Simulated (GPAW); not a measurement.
**Na2BrCl (R-3m): G0W0 on several meshes in GPAW**

Wanted: mesh dependence and cost of G0W0 for Na2BrCl (R-3m).

Main program and level: GPAW 26.7.0; LDA and many-body steps on it, plane waves.

## Step 1: Set-up

It takes space group R-3m (No. 166, trigonal). Conventional cell: a = 4.072 Å, b = 4.072 Å, c = 19.974 Å, α = 90.00°, β = 90.00°, γ = 120.00°. Na has 3 Cl at 2.83 Å and 3 Br at 2.93 Å nearest. Nearest to Br lie 6 Na at 2.93 Å. Nearest to Cl lie 6 Na at 2.83 Å. Farther neighbours and most contacts between anions are not listed.

Structure file:

```cif
data_structure
_symmetry_space_group_name_H-M 'P 1'
_symmetry_Int_Tables_number 1
_cell_length_a 7.0610
_cell_length_b 7.0610
_cell_length_c 7.0610
_cell_angle_alpha 33.518
_cell_angle_beta 33.518
_cell_angle_gamma 33.518
_cell_volume 95.61
loop_
_atom_site_label
_atom_site_type_symbol
_atom_site_fract_x
_atom_site_fract_y
_atom_site_fract_z
_atom_site_occupancy
Na1 Na 0.25419 0.25419 0.25419 1
Na2 Na 0.74581 0.74581 0.74581 1
Br3 Br 0.50000 0.50000 0.50000 1
Cl4 Cl 0.00000 0.00000 0.00000 1
```

The cell and positions are those that the Materials Project relaxed with its own functionals (PBE, PBE+U or r2SCAN), kept fixed.

## Step 2: Empty states on the mesh, 4×4×4 mesh, 227 bands

This step: GPAW 26.7.0; DFT, LDA, plane waves, PAW.

The sums over transitions need many empty states on a uniform mesh; this step solves for them.

The input, run.py:

```python
import json
import numpy as np
from gpaw.mpi import world
from gpaw import GPAW

calc = GPAW('gs.gpw').fixed_density(kpts={'size': (4, 4, 4), 'gamma': True},
    parallel={'domain': 1, 'band': 1},
    txt='nscf.txt')
calc.diagonalize_full_hamiltonian(nbands=227)
calc.write('full.gpw', mode='all')
res = {}
kpts = calc.get_ibz_k_points()
res['kpts'] = kpts
res['eigenvalues'] = [calc.get_eigenvalues(kpt=k) for k in range(len(kpts))]
res['n_electrons'] = calc.get_number_of_electrons()

if world.rank == 0:
    with open('result.json', 'w') as f:
        json.dump(res, f, default=lambda x: x.tolist())
```

The run is started by

```sh
mpirun -n 4 gpaw python run.py
```

Numbers of over 12 decimals in the logs are rounded to 6 here.

The program printed:

```text
Diagonalizing LCAO Hamiltonian
Converting LCAO to pw mode
convergence criteria:
- Maximum integral of absolute [eigenst]ate change: 4e-08 eV^2 / valence electron
maximum number of iterations: 100

SCF iterations
|iter     |     time |      energy | eigst |  dens |
|iter:   1|  |             | +0.69 |       |
|iter:   2|  |             | -0.41 |       |
|iter:   3|  |             | -1.72 |       |
[...]
|iter:   8|  |             | -6.32 |       |
|iter:   9|  |             | -7.10 |       |
|iter:  10|  |             | -7.72c|       |
SCF steps: 10
  __  _  _
 | _ |_)|_||  |
 |__||  | ||/\| - 26.7.0

Input parameters:
  mode=PW(ecut=450.000000),
  convergence={'density': 1e-06, 'bands': -3},
  gpts=array([35, 35, 35]),
  kpts=MonkhorstPack(size=(4, 4, 4), gamma=True),
  maxiter=100,
  nbands=22,
  occupations=Occupations(name='fermi-dirac', width=0.001, fixmagmom=False),
  parallel={'domain': 1, 'band': 1},
  xc=XC(name='LDA')
Matrix size: 2093x2093
# Writing to full.gpw (mode='all')
  [... matrices ...]

timing:  # [seconds]
  Total: 24.595  # ━━━━━━━━━━━━━━━━━━━━━━━━━━━━━━━━━━━━━━━━━━━━━━━━━━━━━━━━━━
```

Run time: 31 s. Hardware: 4 MPI ranks of Intel Xeon Platinum 8488C (Sapphire Rapids), shared host; peak memory 2.2 GiB.

This step gave:

| Item | Value |
| --- | --- |
| gap | 3.952 eV |
| k of the valence top | 0, 0, 0 |
| k of the conduction bottom | 0, 0, 0 |
| least direct gap | 3.952 eV |
| k points computed | 13 |
| lowest point of the top converged band, above the valence top | 93.5528 eV |

On this mesh the gap is 3.952 eV.

## Step 3: 4×4×4

G0W0 replaces the xc potential by the self-energy, built once from these orbitals. Only a window of levels is corrected, while the sums run over the empty bands that the input names.

This step: G0W0 on LDA, plane waves, PAW.

The input, run.py:

```python
import json
import numpy as np
from gpaw.mpi import world
from gpaw.response.g0w0 import G0W0

gw = G0W0('full.gpw',
    filename='gw',
    kpts=[0],
    bands=(12, 16),
    ecut=60,
    nbands=100,
    integrate_gamma='WS',
    ppa=True)
gw.calculate()
res = {mode: {k: v for k, v in r.items() if k != 'sigma_eskwn'}
       for mode, r in gw.all_results.items()}

if world.rank == 0:
    with open('result.json', 'w') as f:
        json.dump(res, f, default=lambda x: x.tolist())
```

The run is started by

```sh
mpirun -n 4 gpaw python run.py
```

The program printed:

```text
Using integrator: PointIntegrator
FrequencyGridDescriptor(from 0.000+0.000j to 0.000+27.211j eV, 2 points)
Nonperiodic BCs:  [False False False]
Using integrator: PointIntegrator
FrequencyGridDescriptor(from 0.000+0.000j to 0.000+27.211j eV, 2 points)
Nonperiodic BCs:  [False False False]
  ___  _ _ _
 |   || | | |
 | | || | | |
 |__ ||_____|
 |___|

BZ k-points: Symmetries present (total): 12

  [... matrices ...]
64 k-points: 4 x 4 x 4 Monkhorst-Pack grid + [1/8,1/8,1/8]
13 k-points in the irreducible part of the Brillouin zone
       k-points in crystal coordinates                weights
   0:     0.00000000    0.00000000    0.00000000          1/64
   1:     0.25000000    0.00000000   -0.25000000          6/64
   2:     0.25000000    0.00000000    0.00000000          6/64
   3:     0.25000000    0.25000000   -0.25000000          6/64
   4:     0.25000000    0.25000000    0.00000000          6/64
   5:     0.25000000    0.25000000    0.25000000          2/64
   6:     0.50000000    0.00000000    0.00000000          3/64
   7:     0.50000000    0.25000000   -0.25000000          6/64
   8:     0.50000000    0.25000000    0.00000000         12/64
   9:     0.50000000    0.25000000    0.25000000          6/64
          ...
  12:     0.50000000    0.50000000    0.50000000          1/64

Distributing spins, k-points and bands (1 x 1 x 4) over 4 processes
Number of blocks: 1

Quasi particle states:
k-points (IBZ indices): [0]
Band range: (12, 16)
  [... matrices ...]
Computational parameters:
Plane wave cut-off: 60 eV
Number of bands: 100
Coulomb cutoff: None
Broadening: 0.1 eV

fxc modes: GW
Kernel: RPA
Using Godby-Needs plasmon-pole approximation:
  Fitting energy: i*E0, E0 = 1.000 Hartree
Summing all q:

Calculating screened Coulomb potential
No Coulomb truncation
FrequencyGridDescriptor(from 0.000+0.000j to 0.000+27.211j eV, 2 points)
Removing empty qpoint cache files...

Calculating chi0 body with:
    Ground state adapter containing:
    Number of spins: 1
    Number of kpoints: 64
    Number of irreducible kpoints: 13
    Number of completely occupied states: 14
    Number of partially occupied states: 14
    Occupied states memory: 9.159088 M / cpu

    Linear response parametrization:
    q_c: [0.0, 0.0, 0.0]
    Number of frequency points: 2
    Planewave cutoff: 60.0
    Number of bands: 100
    Number of planewaves: 111
    Broadening (eta): 1e-06
    comm.size: 4
    kncomm.size: 4
    blockcomm.size: 1

    Memory estimate of potentially large arrays:
        chi0_wGG: 0.376007 M / cpu
Integrating chi0 body.

Symmetries of q_c:
    Direct symmetries (Uq -> q): 12
    Indirect symmetries (TUq -> q): 0
In total 12 allowed symmetries.

  [... matrices ...]
13 groups of equivalent kpoints. 79.6875% reduction.

Integral kind: response function
Integrating chi0 head and wings.

Symmetries of q_c:
    Direct symmetries (Uq -> q): 12
    Indirect symmetries (TUq -> q): 0
In total 12 allowed symmetries.

  [... matrices ...]
13 groups of equivalent kpoints. 79.6875% reduction.

Integral kind: response function wings

Calculating chi0 body with:
    Ground state adapter containing:
    Number of spins: 1
    Number of kpoints: 64
    Number of irreducible kpoints: 13
    Number of completely occupied states: 14
    Number of partially occupied states: 14
    Occupied states memory: 9.159088 M / cpu

[... the further q-points ...]

Results:
f:      Occupation numbers
eps:     KS-eigenvalues [eV]
vxc:     KS vxc [eV]
exx:     Exact exchange [eV]
sigma:   Self-energies [eV]
dsigma:  Self-energy derivatives
Z:       Renormalization factors
qp:      QP-energies [eV]

k-point 0 (0): (0.000, 0.000, 0.000)                GW
band       f     eps     vxc     exx   sigma  dsigma       Z      qp
                                                                   GW
  12   1.000  -0.158 -16.317 -19.853   2.119  -0.214   0.824  -1.325
  13   1.000  -0.158 -16.317 -19.853   2.119  -0.214   0.824  -1.325
  14   0.000   3.793  -9.979  -5.546  -2.898  -0.162   0.861   5.115
  15   0.000   5.917  -9.042  -4.545  -2.987  -0.165   0.858   7.213
```

Elapsed: 97 s, on 4 MPI ranks; peak memory 1.9 GiB; 6.5 min of CPU time.

This step gave:

| Property | Result |
| --- | --- |
| G0W0 gap on the points computed | 6.440 eV |
| least direct G0W0 gap on the computed points | 6.440 eV |
| Z at the valence top | 0.8235 |
| Z at the conduction bottom | 0.8605 |
| starting gap on the mesh | 3.952 eV |
| k of the valence top | 0, 0, 0 |
| k of the conduction bottom | 0, 0, 0 |

The gap on the mesh goes from 3.95 eV to 6.44 eV, a correction of +2.49 eV.

## Step 4: Empty states on the mesh, 2×2×2 mesh, 110 bands

This step: DFT, LDA, plane waves, PAW.

The input, run.py:

```python
import json
import numpy as np
from gpaw.mpi import world
from gpaw import GPAW

calc = GPAW('gs.gpw').fixed_density(kpts={'size': (2, 2, 2), 'gamma': True},
    nbands=128,
    convergence={'bands': 110},
    txt='nscf.txt')
calc.write('full.gpw', mode='all')
res = {}
kpts = calc.get_ibz_k_points()
res['kpts'] = kpts
res['eigenvalues'] = [calc.get_eigenvalues(kpt=k) for k in range(len(kpts))]
res['n_electrons'] = calc.get_number_of_electrons()

if world.rank == 0:
    with open('result.json', 'w') as f:
        json.dump(res, f, default=lambda x: x.tolist())
```

The run is started by

```sh
mpirun -n 4 gpaw python run.py
```

The program printed:

```text
Diagonalizing LCAO Hamiltonian
Converting LCAO to pw mode
convergence criteria:
- Maximum integral of absolute [eigenst]ate change: 4e-08 eV^2 / valence electron
maximum number of iterations: 100

SCF iterations
|iter     |     time |      energy | eigst |  dens |
|iter:   1|  |             | +3.99 |       |
|iter:   2|  |             | +2.80 |       |
|iter:   3|  |             | +1.66 |       |
[...]
|iter:  13|  |             | -6.66 |       |
|iter:  14|  |             | -7.08 |       |
|iter:  15|  |             | -7.51c|       |
SCF steps: 15
  __  _  _
 | _ |_)|_||  |
 |__||  | ||/\| - 26.7.0

Input parameters:
  mode=PW(ecut=450.000000),
  convergence={'bands': 110},
  gpts=array([35, 35, 35]),
  kpts=MonkhorstPack(size=(2, 2, 2), gamma=True),
  maxiter=100,
  nbands=128,
  occupations=Occupations(name='fermi-dirac', width=0.001, fixmagmom=False),
  parallel={},
  xc=XC(name='LDA')
# Writing to full.gpw (mode='all')
  [... matrices ...]

timing:  # [seconds]
  Total: 0.032  # ━━━━━━━━━━━━━━━━━━━━━━━━━━━━━━━━━━━━━━━━━━━━━━━━━━━━━━━━━━━
```

The job ended after 12 s (4 MPI ranks; peak memory 0.95 GiB).

This step gave:

| Item | Value |
| --- | --- |
| gap | 3.952 eV |
| k of the valence top | 0, 0, 0 |
| k of the conduction bottom | 0, 0, 0 |
| least direct gap | 3.952 eV |
| k points computed | 4 |
| lowest point of the top converged band, above the valence top | 53.1605 eV |

On this mesh the gap is 3.952 eV.

## Step 5: 2×2×2

This step: G0W0 on LDA, plane waves, PAW.

The input, run.py:

```python
import json
import numpy as np
from gpaw.mpi import world
from gpaw.response.g0w0 import G0W0

gw = G0W0('full.gpw',
    filename='gw',
    kpts=[0],
    bands=(12, 16),
    ecut=60,
    nbands=100,
    integrate_gamma='WS',
    ppa=True)
gw.calculate()
res = {mode: {k: v for k, v in r.items() if k != 'sigma_eskwn'}
       for mode, r in gw.all_results.items()}

if world.rank == 0:
    with open('result.json', 'w') as f:
        json.dump(res, f, default=lambda x: x.tolist())
```

The run is started by

```sh
mpirun -n 4 gpaw python run.py
```

The program printed:

```text
Using integrator: PointIntegrator
FrequencyGridDescriptor(from 0.000+0.000j to 0.000+27.211j eV, 2 points)
Nonperiodic BCs:  [False False False]
Using integrator: PointIntegrator
FrequencyGridDescriptor(from 0.000+0.000j to 0.000+27.211j eV, 2 points)
Nonperiodic BCs:  [False False False]
  ___  _ _ _
 |   || | | |
 | | || | | |
 |__ ||_____|
 |___|

BZ k-points: Symmetries present (total): 12

  [... matrices ...]
8 k-points: 2 x 2 x 2 Monkhorst-Pack grid + [1/4,1/4,1/4]
4 k-points in the irreducible part of the Brillouin zone
       k-points in crystal coordinates                weights
   0:     0.00000000    0.00000000    0.00000000          1/8
   1:     0.50000000    0.00000000    0.00000000          3/8
   2:     0.50000000    0.50000000    0.00000000          3/8
   3:     0.50000000    0.50000000    0.50000000          1/8

Distributing spins, k-points and bands (1 x 1 x 4) over 4 processes
Number of blocks: 1

Quasi particle states:
k-points (IBZ indices): [0]
Band range: (12, 16)
  [... matrices ...]
Computational parameters:
Plane wave cut-off: 60 eV
Number of bands: 100
Coulomb cutoff: None
Broadening: 0.1 eV

fxc modes: GW
Kernel: RPA
Using Godby-Needs plasmon-pole approximation:
  Fitting energy: i*E0, E0 = 1.000 Hartree
Summing all q:

Calculating screened Coulomb potential
No Coulomb truncation
FrequencyGridDescriptor(from 0.000+0.000j to 0.000+27.211j eV, 2 points)
Removing empty qpoint cache files...

Calculating chi0 body with:
    Ground state adapter containing:
    Number of spins: 1
    Number of kpoints: 8
    Number of irreducible kpoints: 4
    Number of completely occupied states: 14
    Number of partially occupied states: 14
    Occupied states memory: 9.159088 M / cpu

    Linear response parametrization:
    q_c: [0.0, 0.0, 0.0]
    Number of frequency points: 2
    Planewave cutoff: 60.0
    Number of bands: 100
    Number of planewaves: 111
    Broadening (eta): 1e-06
    comm.size: 4
    kncomm.size: 4
    blockcomm.size: 1

    Memory estimate of potentially large arrays:
        chi0_wGG: 0.376007 M / cpu
Integrating chi0 body.

Symmetries of q_c:
    Direct symmetries (Uq -> q): 12
    Indirect symmetries (TUq -> q): 0
In total 12 allowed symmetries.

  [... matrices ...]
4 groups of equivalent kpoints. 50.0% reduction.

Integral kind: response function
Integrating chi0 head and wings.

Symmetries of q_c:
    Direct symmetries (Uq -> q): 12
    Indirect symmetries (TUq -> q): 0
In total 12 allowed symmetries.

  [... matrices ...]
4 groups of equivalent kpoints. 50.0% reduction.

Integral kind: response function wings

Calculating chi0 body with:
    Ground state adapter containing:
    Number of spins: 1
    Number of kpoints: 8
    Number of irreducible kpoints: 4
    Number of completely occupied states: 14
    Number of partially occupied states: 14
    Occupied states memory: 9.159088 M / cpu

[... the further q-points ...]

Results:
f:      Occupation numbers
eps:     KS-eigenvalues [eV]
vxc:     KS vxc [eV]
exx:     Exact exchange [eV]
sigma:   Self-energies [eV]
dsigma:  Self-energy derivatives
Z:       Renormalization factors
qp:      QP-energies [eV]

k-point 0 (0): (0.000, 0.000, 0.000)                GW
band       f     eps     vxc     exx   sigma  dsigma       Z      qp
                                                                   GW
  12   1.000  -0.158 -16.317 -20.176   2.312  -0.218   0.821  -1.428
  13   1.000  -0.158 -16.317 -20.176   2.312  -0.218   0.821  -1.428
  14   0.000   3.793  -9.979  -5.315  -3.112  -0.172   0.853   5.118
  15   0.000   5.917  -9.042  -4.303  -3.175  -0.175   0.851   7.248
```

Wall time 10 s (4 MPI ranks); peak memory 1.4 GiB.

This step gave:

```yaml
g0w0_gap_on_the_points_computed: 6.546 eV
least_direct_g0w0_gap_on_the_computed_points: 6.546 eV
z_at_the_valence_top: 0.8212
z_at_the_conduction_bottom: 0.8532
starting_gap_on_the_mesh: 3.952 eV
k_of_the_valence_top: 0, 0, 0
k_of_the_conduction_bottom: 0, 0, 0
```

Against G0W0 in GPAW (4×4×4 mesh, 100 bands, screening to 60 eV, Godby-Needs plasmon pole), the gap moves by +0.106 eV.

## Step 6: The runs together

Times are wall times on 4 MPI ranks of Intel Xeon Platinum 8488C (Sapphire Rapids), shared host, good to a factor of about two.

```csv
run,mesh,bands,screening cutoff (eV),DFT gap (eV),gap on the mesh (eV),direct (eV),time
4×4×4,4×4×4,100,60,3.952,6.440,6.440,97 s
2×2×2,2×2×2,100,60,3.952,6.546,6.546,10 s
```

## Step 7: Summary of results

| Quantity | Value |
| --- | --- |
| 4×4×4 | 6.440 eV |
| 2×2×2 | 6.546 eV |
| known limits | not at the basis limit; no spin-orbit coupling; coarse k mesh |

What this shows: 2×2×2: +0.106 eV against 4×4×4. Bands and cutoff are finite, so the gap is not at the basis limit. The miss can reach some tenths of an eV and take either sign; the mesh is an error of its own. These stock PAW sets were not made for GW; the filled d or f shell of Br lies in the frozen core, which bears on start and correction. In the G0W0 runs levels were corrected at 1 k point alone, so a gap called «on the mesh» is the least over those, and an edge elsewhere would be missed. The many-body steps are scalar-relativistic: spin-orbit coupling is not in them.

[Paths, hosts, dates, memory and timing lines, banners, echoed tables and standing remarks are left out of the program output.]

[Logs are printed without paths, hosts, clocks, repeated set-up lines and the standing remarks that a program may print on its own settings, such as how far it seeks lower states.]

[Runs of the session that timed out or met a known fault of the program may be left out.]

[Hosts, paths, dates, database ids (printed as entryN), source tags and the programs' standing remarks are cut or masked in the printed files.]
